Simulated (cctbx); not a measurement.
# Reading a Patterson map

Space group Fd-3m (no. 227, origin choice 1), a = 12.0650 Å, b = 12.0650 Å, c = 12.0650 Å, α = 90.00°, β = 90.00°, γ = 90.00°, content Er16 Sn16 S48 O8.

The data are simulated with cctbx, not measured: Mo Kα, λ = 0.71073 Å, to d = 0.8 Å, 80 % of the full sphere, strongest reflection 40000 counts, noise from counting, a 2 % proportional error and a noise floor of 2 counts (s.d.); no absorption.

Patterson synthesis, origin scaled to 1000:

```text
Patterson group F m -3 m
      u       v       w   height  length (A)
  0.000   0.000   0.000   1000.0     0.00
  0.000   0.250   0.250    903.6     4.27
  0.000   0.000   0.500    839.0     6.03
  0.128   0.128   0.128    146.7     2.67
  0.122   0.122   0.378    138.2     5.01
  0.250   0.250   0.250     52.4     5.22
  0.000   0.000   0.251     36.7     3.03
  0.000   0.000   0.406     16.8     4.90
  0.055   0.055   0.055     15.8     1.15
  0.054   0.195   0.195     15.1     3.38
  0.055   0.195   0.305     14.5     4.42
  0.000   0.000   0.096     14.0     1.16
  0.056   0.056   0.444     13.7     5.45
  0.095   0.250   0.250     12.6     4.42
```

**Question.** Which atom pairs make the peaks, and where is the heaviest atom?

A peak at u stands for all pairs with xi − xj = u, with weight Σ ZiZj against Σ Z² = 126784 at the origin. Peak heights follow these weights only roughly, since form factors, motion and series ripples differ, all vectors within 0.55 Å of a peak are counted as merged into it though the farther ones add only part of their weight, and F(000) is left out, which lowers the whole map:

| u | v | w | shortest length (Å) | height | 1000 ΣZiZj/ΣZ² | pairs in the cell |
| --- | --- | --- | --- | --- | --- | --- |
| 0.000 | 0.250 | 0.250 | 4.27 | 904 | 895 | 16 × Er–Sn, 8 × Er–Er, 8 × Sn–Sn, 16 × S–O |
| 0.000 | 0.000 | 0.500 | 6.03 | 839 | 858 | 32 × Er–Sn |
| 0.128 | 0.128 | 0.128 | 2.67 | 147 | 392 | 24 × Er–S, 24 × Sn–S, 8 × Er–O |
| 0.122 | 0.122 | 0.378 | 5.01 | 138 | 383 | 24 × Er–S, 24 × Sn–S, 8 × Sn–O |
| 0.250 | 0.250 | 0.250 | 5.22 | 52 | 50 | 24 × S–S, 4 × O–O |

The table stops at ten peaks or at a height of 45, below which ripples compete. In the model behind the data Er, the heaviest element, has 1 independent site: (1/8, 1/8, 1/8), up to an allowed shift of origin; the Er–Er vectors are differences of these positions and their symmetry mates. The whole model:

```csv
atom,mult.,x,y,z,Ueq (Å²)
Er1,16,1/8,1/8,1/8,0.0081
Sn1,16,1/8,5/8,1/8,0.0141
S1,48,1/2,0,0.2171,0.0215
O1,8,1/2,0,1/2,0.0180
```

The model was made for the exercise: a known structure type with other elements put in, its volume estimated, not relaxed; displacement parameters are assumed.

[Logs are printed without paths, hosts, clocks, repeated set-up lines and the standing remarks that a program may print on its own settings, such as how far it seeks lower states.]
